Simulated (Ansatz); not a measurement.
# Is ZrTi in the Bh ordering a stable metal?, part 2 of 3

The plan: relax ZrTi in the Bh ordering, check its phonons, and, if the lattice is stable, compute its Eliashberg function and ρ(T).

Ansatz 0.2.0; DFT PBEsol, scalar-relativistic, plane waves, PAW.

So far. Step 2 (Relaxation): The largest force is now zero by symmetry and the largest stress component 0.0010 GPa. Step 3 (Relaxing tightly for phonons): The largest force is now zero by symmetry and the largest stress component 2.4e-4 GPa, small enough for phonons. The relaxed cell has a = 3.060, c = 4.854 Å (conventional setting).

The structure was built from a prototype and need not be the compound's stable phase.

**4. Phonons by linear response: q 2×2×1, k 6×6×3**

Couplings are defined for a stable lattice alone, so phonons come first.

The input, input.yaml:

```yaml
crystal:
  lattice:
    - [3.060042463, -2.8779e-06, 0.0]
    - [-1.5300187392, 2.6500759486, 0.0]
    - [0.0, 0.0, 4.8540803954]
  atoms:
    - { symbol: Ti, position: [0.3333333333, 0.6666666667, 0.25] }
    - { symbol: Zr, position: [0.6666666667, 0.3333333333, 0.75] }
kpoints:
  mp_grid: { grid: [6, 6, 3] }
hamiltonian:
  xc: pbesol
scf:
  occupations: { method: methfessel_paxton, width: 0.2 }
output:
  eigenvalues: true
phonons:
  method: dfpt
  qmesh: [2, 2, 1]
  temperatures: { t_max: 1000, t_step: 50 }
  qpath:
    path:
      - [[0.0, 0.0, 0.0], [0.5, 0.0, 0.0], [0.33333333, 0.33333333, 0.0], [0.0, 0.0, 0.0], [0.0, 0.0, 0.5], [0.5, 0.0, 0.5], [0.33333333, 0.33333333, 0.5], [0.0, 0.0, 0.5]]
      - [[0.5, 0.0, 0.5], [0.5, 0.0, 0.0]]
      - [[0.33333333, 0.33333333, 0.5], [0.33333333, 0.33333333, 0.0]]
    npoints: 10
```

The run is started by

```bash
> ansatz run input.yaml --threads 4 --pin off --max-ram 8192MiB --backend cpu --events-out ev --progress --plain --runs-dir out
```

Numbers of over 12 decimals in the logs are rounded to 6 here.

The log of the run:

```text
[...]
Crystal: 2 atoms, lattice volume = 39.363 Å³
Basis set: ecut = 420 eV, 761 PW (Γ), exchange–correlation on 48×48×72 points (8 copies of the dense FFT grid, shifted against one another)
Bands: 16, of which v1, the nominal top of the filled ones, is band 12 counted from 1 (11 counted from 0)
Symmetry: 12 space group operations
k-points: 14 of 108 (time reversal used)
[...]
SCF iter   1: F=—  HF=-6602.334157 eV  |F-HF|=—  |Δ(HF+E_count)|=         —  Δρ=5.58e-3  dr2=1.05e-2  ethr=1.77e-3  ⟨swp⟩=5.0  Hψ=2049  notcnv=0
automatic band count: the SCF goes on with 20 bands, as 16 were too few: they end inside the smearing window of the response
[...]
SCF iter   2: F=—  HF=-6602.331622 eV  |F-HF|=—  |Δ(HF+E_count)|=   2.54e-3  S|Δr|=    0.00e0  Δρ=3.11e-3  dr2=6.83e-3  ethr=4.38e-5  ⟨swp⟩=1.0  Hψ=392  notcnv=0
[...]
SCF iter   9: F=-6602.330504 eV  HF=-6602.330504 eV  |F-HF|=1.82e-12  |Δ(HF+E_count)|=  1.27e-11  S|Δr|=    0.00e0  Δρ=5.46e-8  dr2=9.41e-13  ethr=1.00e-12  ⟨swp⟩=7.6  Hψ=1083  notcnv=0
SCF 1 converged in 9 iterations: F = -6602.330504 eV  dr2 = 9.41e-13
[...]
phonons: the bands overlap, so this run is a metal and interpolates without the dipole-dipole term. If the crystal is really an insulator or semiconductor, its LO-TO splitting is missing
NSCF: frozen V_eff on 14 k-points
[...]
DFPT response loops at q = (0, 0, 0) (fractional): preconditioner auto → Kerker (q_TF=auto, 2.512 Å⁻¹) (partly filled bands, converged f_vac=0.000); β = 1.00, the filter's whole step (`scf.mixing.beta` (0.50) is not read by the response loops under this deck's `scf.mixing.preconditioner`; to damp them name `kerker` or `kerker_dos`, under which they read `scf.mixing.beta`, and type it under 1.00, their step now; both keys bind the ground state too); Broyden in place of MSR1
[...]
SCF converged after 9 iterations
Stability not checked: this state was not tested for a lower state beside it, because cold or Methfessel-Paxton smearing, or corrected tetrahedra, fill the levels in a way that the test cannot read (fill_not_monotonic; see scf.lower_state_search)
Free energy (F): -6602.330504 eV
[...]
Internal energy: -6602.312690 eV  (E = F + TS)
E sigma→0 (E₀):  -6602.326051 eV
Entropy (-TS):   -0.017815 eV (-8.907 meV/atom)
Fermi energy:    14.077780 eV
[...]
--- Band table (eV; the first three rows and the last of 14) ---
  k-point 0: bands = [... 8 lower, 8.1809, 11.1345, 14.8550, 14.8550, 15.0004, 15.2788, 15.6137, 15.6137, ... 4 higher]
  k-point 1: bands = [... 8 lower, 9.0962, 10.7917, 14.2198, 14.4976, 14.6858, 14.6858, 15.0227, 15.0227, ... 4 higher]
  k-point 2: bands = [... 8 lower, 8.9505, 11.7757, 13.9708, 14.0063, 15.0075, 15.3620, 15.3632, 15.4729, ... 4 higher]
  k-point 13: bands = [... 8 lower, 12.4044, 12.5788, 12.9318, 13.0832, 14.1058, 14.1357, 15.7360, 16.5429, ... 4 higher]
--- Phonons (Γ-DFPT): 4 representative perturbations + reference (Σ response iterations 12) ---
  ASR residual: 2.873e-5 → 0.000e0 eV/Å²; symmetrization residual: 1.071e-5 eV/Å²
  ASR residual per site (eV/Å²): 2.87e-5 2.01e-5
  Γ frequencies (cm⁻¹): 0.00 0.00 0.00 78.81 78.81 169.05
--- Phonons (arbitrary-q DFPT): 2 irreducible q on the 2×2×1 mesh ---
  q = [0.0000, 0.0000, 0.0000] (star 1, of the zone-centre solve; hermiticity 6.49e-6, symmetrization 2.98e-7): -0.00 -0.00 0.00 78.81 78.81 169.05
  q = [0.0000, -0.5000, 0.0000] (star 3, 6 solved perturbations in 212 linear systems a pass and spin channel, the states on 40 of 108 k-point pairs; hermiticity 5.52e-7, symmetrization 2.71e-7): 44.77 59.82 177.91 180.08 189.31 192.23
  sum rule: each row above includes the acoustic sum rule's correction from the zone centre's row sums; it moved no ω² by more than (0.40 cm⁻¹)²
  mesh force constants: q→R imaginary residual 1.66e-17; ASR residual 2.873e-5 → 0.000e0 eV/Å²; symmetrization residual 5.329e-15 eV/Å²
  interpolated dispersion: 93 rows × 6 modes
  density of states and harmonic sums: on the 24×24×13 q-mesh, interpolated from the force constants of a 2×2×1 supercell (no non-analytic term)
  largest difference from the sums on the solved wave vectors: F 1.02e-1 eV, S 1.66e-4 and C_V 6.43e-5 eV/K
  zero-point energy: 0.048980 eV/cell   skipped modes (ω ≤ 0): 7, of them read as no rigid motion or as one in doubt: 4 (3.205e-3 modes/cell left out, lowest -8.33 cm⁻¹)   left out of the sums: 6.01e-4 of the cell's modes: C_V's classical limit lies that fraction below 3 k_B per atom; for a crystal, a wire or a layer, F and S can be off by more, and a phonons.interpolated_qmesh denser along its periods is the remedy for the sampling
```

Elapsed: 6.6 s, on 4 threads of AMD EPYC 9R14 (Zen 4), shared host; peak memory 0.58 GiB; 22 s of CPU time.

This step gave:

```yaml
zero_point_energy: 0.04898 eV/cell
share_of_imaginary_modes_in_the_plain_interpolation_between_solved_wavevectors: 4.00e-4
highest_frequency_solved_or_plainly_interpolated: 198 cm⁻¹
debye_temperature_second_moment: 260 K
```

Solved on the 2×2×1 mesh alone; all other wavevectors are interpolated, and an axis with one point has no dispersion of its own. Phonon branches along the path, in cm⁻¹:

| point | branch 1 | branch 2 | branch 3 | branch 4 | branch 5 | branch 6 |
| --- | --- | --- | --- | --- | --- | --- |
| Γ | 0 | 0 | 0 | 79 | 79 | 169 |
| halfway | 25 | 36 | 118 | 139 | 153 | 182 |
| M | 45 | 60 | 178 | 180 | 189 | 192 |
| halfway | 82 | 91 | 174 | 177 | 186 | 193 |
| K | 102 | 132 | 161 | 175 | 178 | 198 |
| halfway | 49 | 62 | 119 | 155 | 162 | 183 |
| Γ | 0 | 0 | 0 | 79 | 79 | 169 |
| halfway | 28 | 28 | 61 | 74 | 74 | 158 |
| A | 46 | 46 | 64 | 64 | 99 | 137 |
| halfway | 80 | 101 | 116 | 135 | 138 | 156 |
| L | 102 | 104 | 151 | 174 | 180 | 189 |
| halfway | 102 | 126 | 160 | 175 | 180 | 182 |
| H | 102 | 161 | 161 | 175 | 175 | 178 |
| halfway | 96 | 101 | 128 | 146 | 147 | 161 |
| A | 46 | 46 | 64 | 64 | 99 | 137 |
| jump to L | 102 | 104 | 151 | 174 | 180 | 189 |
| halfway | 74 | 81 | 168 | 180 | 184 | 189 |
| M | 45 | 60 | 178 | 180 | 189 | 192 |
| jump to H | 102 | 161 | 161 | 175 | 175 | 178 |
| halfway | 102 | 143 | 161 | 175 | 178 | 190 |
| K | 102 | 132 | 161 | 175 | 178 | 198 |

The phonon branches as a text plot (rows in cm⁻¹):

```
    194 |      *********                                    *  **
    185 |    *******   ***                ***            **** *
    177 |  ** * *************            *********       ********
    168 |**  * *   **    *   ***        **   ** * *       *
    159 |     *      ***        *     ***   *  * ***     *   ****
    151 |    **         *        *     *  **  * *  ***        *
    142 |    *            *       ****   *        **  **
    134 |   *        *   **           * *    *   *      *      **
    125 |   *       * *    *           *           **
    116 |  *               *          *     *       *
    108 |  *           *    *             **      *  *
     99 | * *      **** * * *     ***********************    ****
     91 | *        *   *     *       * *              *  *
     82 |*        *      *   *** *  * *             * *   *
     73 |  *      *     *  *    *   *                  *  *
     65 |        *       *      **** *               * **  *
     56 |      **           *      **                 **   **
     48 | *  ** **        *       **                   **   *
     39 |     **          *      *
     30 |   **             * *  *
     22 |* *               *   *
     13 | * *               *  *
      5 |* *                 *
     -4 |**                  **
         Γ      M    K        Γ   A       L    H       A|L M|H  K
```

Lowest modes at the softest wavevector of the mesh. Modes at q = (0.000, 0.500, 0.000), with each element's share of the kinetic energy:

| mode | frequency (cm⁻¹) | Ti % | Zr % |
| --- | --- | --- | --- |
| 1 | 44.8 | 30 | 70 |
| 2 | 59.8 | 21 | 79 |
| 3 | 177.9 | 70 | 30 |
| 4 | 180.1 | 96 | 4 |
| 5 | 189.3 | 4 | 96 |
| 6 | 192.2 | 79 | 21 |

Displacements in mode 1 (44.8 cm⁻¹), the largest set to 1, in the home cell:
```
Ti1 0.90 0.00 0.00
Zr2 1.00 0.00 0.00
```

Displacements in mode 5 (189.3 cm⁻¹), the largest set to 1, in the home cell:
```
Ti1 0.00 0.29 0.00
Zr2 0.00 1.00 0.00
```

The modes has structure finer than the step of the table below, so its rows give means over 10 cm⁻¹, whole bins alone (the curve runs from -18.3 to 214 cm⁻¹). Peaks (cm⁻¹: height): Ti 177.4: 0.101; Zr 100.0: 0.0551, 177.4: 0.0309.

Phonopy on the run's constants, 21x21x11 mesh, Gaussian sigma 2.0 cm⁻¹. The modes by wavenumber; means over each step; values in 1/cm⁻¹/cell:

| wavenumber (cm⁻¹) | Ti | Zr |
| --- | --- | --- |
| -10 | 7.1e-5 | 1.4e-4 |
| 0 | 1.2e-4 | 2.4e-4 |
| 10 | 5.4e-4 | 0.00109 |
| 20 | 0.00114 | 0.00242 |
| 30 | 0.00206 | 0.00468 |
| 40 | 0.00291 | 0.00734 |
| 50 | 0.00441 | 0.0127 |
| 60 | 0.00505 | 0.0158 |
| 70 | 0.00675 | 0.0199 |
| 80 | 0.00856 | 0.0235 |
| 90 | 0.00920 | 0.0303 |
| 100 | 0.00839 | 0.0416 |
| 110 | 0.00861 | 0.0118 |
| 120 | 0.0102 | 0.0104 |
| 130 | 0.0117 | 0.00957 |
| 140 | 0.0155 | 0.00940 |
| 150 | 0.0237 | 0.0107 |
| 160 | 0.0337 | 0.0175 |
| 170 | 0.0532 | 0.0234 |
| 180 | 0.0741 | 0.0288 |
| 190 | 0.0191 | 0.0180 |
| 200 | 9.8e-4 | 6.8e-4 |

No LO-TO term; unit eigenvectors of the mass-weighted matrix. The modes at Γ (shares of kinetic energy by element, %):

| mode | frequency (cm⁻¹) | symmetry | Ti % | Zr % |
| --- | --- | --- | --- | --- |
| 1 | 0.0 | unnamed | 34 | 66 |
| 2 | 0.0 | unnamed | 34 | 66 |
| 3 | 0.0 | unnamed | 34 | 66 |
| 4 | 78.8 | E' | 66 | 34 |
| 5 | 78.8 | E' | 66 | 34 |
| 6 | 169.0 | A2'' | 66 | 34 |

Displacements in mode 5 (78.8 cm⁻¹), the largest set to 1:
```
Ti1  0.10  1.00  0.00
Zr2 -0.05 -0.52  0.00
```

Displacements in mode 6 (169.0 cm⁻¹), the largest set to 1:
```
Ti1  0.00  0.00  1.00
Zr2  0.00  0.00 -0.52
```

Among the solved wavevectors the lowest mode, translations apart, is 44.8 cm⁻¹, so these are real on this k mesh.

**5. Electron–phonon run: q 2×2×1, k 6×6×3, scattering 12×12×8**

A first run on coarse meshes.

input.yaml, as its differences from that of step 4:

```diff
@@ -26 +26,5 @@
     npoints: 10
+  electrical_resistivity:
+    mesh: [12, 12, 8]
+    temperatures: [20.0, 50.0, 77.0, 100.0, 150.0, 200.0, 300.0, 400.0, 600.0, 800.0]
+  electron_occupations: "off"
```

The log of the run:

```text
[the first part of the log is left out]
  E_local      = -1430.408844  (includes V_loc(G=0)·N_el)
  E_nonlocal   = 92.049886
  E_hartree    = 527.273312
  E_xc         = -257.373954
  E_vxc        = -312.137384  (∫ρ·V_xc dr)
  E_paw        = -3922.777998  (= ΣΔE_a)
  E_vpaw       = -252.303252  (= ΣTr[D̂ρ^β])
  E_aug_tail   = 0.000145  (compensation charges beyond the density's cutoff)
  E_ewald      = -2217.824740
  E_core_change = 0.305105  (= ΣΔE_core)
  E_smearing   = -0.017815  (= −TS)
  E_closure    = -0.000000  (closes the sum)
  Σ components = -6602.330504   (vs F -6602.330504, Δ=0.00e0)
--- Band table (eV; the first three rows and the last of 14) ---
  k-point 0: bands = ["-42.5719", "-34.2668", "-19.0269", "-18.7226", "-18.7226", "-12.3935", "-11.7592", "-11.7592", "8.1809", "11.1345", "14.8550", "14.8550", "15.0004", "15.2788", "15.6137", "15.6137", "15.7100", "15.7100", "18.5521", "18.5521"]
  k-point 1: bands = ["-42.5717", "-34.2683", "-19.0088", "-18.7223", "-18.7223", "-12.4344", "-11.7599", "-11.7599", "9.0962", "10.7917", "14.2198", "14.4976", "14.6858", "14.6858", "15.0227", "15.0227", "16.6439", "16.6439", "18.5697", "18.5697"]
  k-point 2: bands = ["-42.5608", "-34.2263", "-19.0104", "-18.8028", "-18.7415", "-12.3573", "-12.0593", "-11.8255", "8.9505", "11.7757", "13.9708", "14.0063", "15.0075", "15.3620", "15.3632", "15.4729", "15.7766", "16.3782", "18.6539", "20.0973"]
  k-point 13: bands = ["-42.5215", "-34.0815", "-18.9583", "-18.9498", "-18.9425", "-12.5544", "-12.5499", "-12.2155", "12.4044", "12.5788", "12.9318", "13.0832", "14.1058", "14.1357", "15.7360", "16.5429", "17.3093", "18.3713", "20.5551", "22.0422"]
--- Phonons (Γ-DFPT): 4 representative perturbations + reference (Σ response iterations 16) ---
  ASR residual: 1.641e-5 → 0.000e0 eV/Å²; symmetrization residual: 6.898e-8 eV/Å²
  ASR residual per site (eV/Å²): 1.59e-5 1.64e-5
  Γ frequencies (cm⁻¹): 0.00 0.00 0.00 78.81 78.81 169.05
--- Phonons (arbitrary-q DFPT): 2 irreducible q on the 2×2×1 mesh ---
  q = [0.0000, 0.0000, 0.0000] (star 1, of the zone-centre solve; hermiticity 4.18e-8, symmetrization 9.88e-9): -0.00 0.00 0.00 78.81 78.81 169.05
  q = [0.0000, -0.5000, 0.0000] (star 3, 6 solved perturbations in 212 linear systems a pass and spin channel, the states on 40 of 108 k-point pairs; hermiticity 3.07e-8, symmetrization 3.02e-9): 44.77 59.82 177.91 180.08 189.31 192.23
  sum rule: each row above includes the acoustic sum rule's correction from the zone centre's row sums; it moved no ω² by more than (0.30 cm⁻¹)²
  mesh force constants: q→R imaginary residual 1.66e-17; ASR residual 1.641e-5 → 0.000e0 eV/Å²; symmetrization residual 3.553e-15 eV/Å²
  interpolated dispersion: 93 rows × 6 modes
  density of states and harmonic sums: on the 24×24×13 q-mesh, interpolated from the force constants of a 2×2×1 supercell (no non-analytic term)
  largest difference from the sums on the solved wave vectors: F 1.02e-1 eV, S 1.66e-4 and C_V 6.43e-5 eV/K
  zero-point energy: 0.048980 eV/cell   skipped modes (ω ≤ 0): 7, of them read as no rigid motion or as one in doubt: 4 (3.205e-3 modes/cell left out, lowest -8.33 cm⁻¹)   left out of the sums: 6.01e-4 of the cell's modes: C_V's classical limit lies that fraction below 3 k_B per atom; for a crystal, a wire or a layer, F and S can be off by more, and a phonons.interpolated_qmesh denser along its periods is the remedy for the sampling
Error: electrical resistivity: the mode of lowest frequency at the wavevector [0.0000, 0.0833, 0.0000] is imaginary, -8.33 cm⁻¹ (written negative): every mode at the wavevectors of the force constants' own supercell is real, and this one is interpolated between them; take force constants of more repeats (phonons.supercell, under dfpt phonons.qmesh), or, with a block electrical_resistivity or superconductivity, name a file of force constants under which the crystal is stable (phonons.electron_phonon_force_constants)
The harmonic force constants that this run solved are whole in <dir>
```

The job ended after 8.8 s (4 threads; peak memory 0.59 GiB).

The run ended with an error.

The program's message: “electrical resistivity: the mode of lowest frequency at the wavevector [0.0000, 0.0833, 0.0000] is imaginary, -8.33 cm⁻¹ (written negative): every mode at the wavevectors of the force constants' own s …”

The run stops because a mode is imaginary on the scattering mesh, where no scattering rate is defined; denser k meshes, other smearings and, between solved wavevectors, finer q meshes show whether the instability is real.

(Continued in part 3 of 3.)

[Logs are printed without paths, hosts, clocks, repeated set-up lines and the standing remarks that a program may print on its own settings, such as how far it seeks lower states.]

[Hosts, paths, dates, database ids (printed as entryN), source tags and the programs' standing remarks are cut or masked in the printed files.]
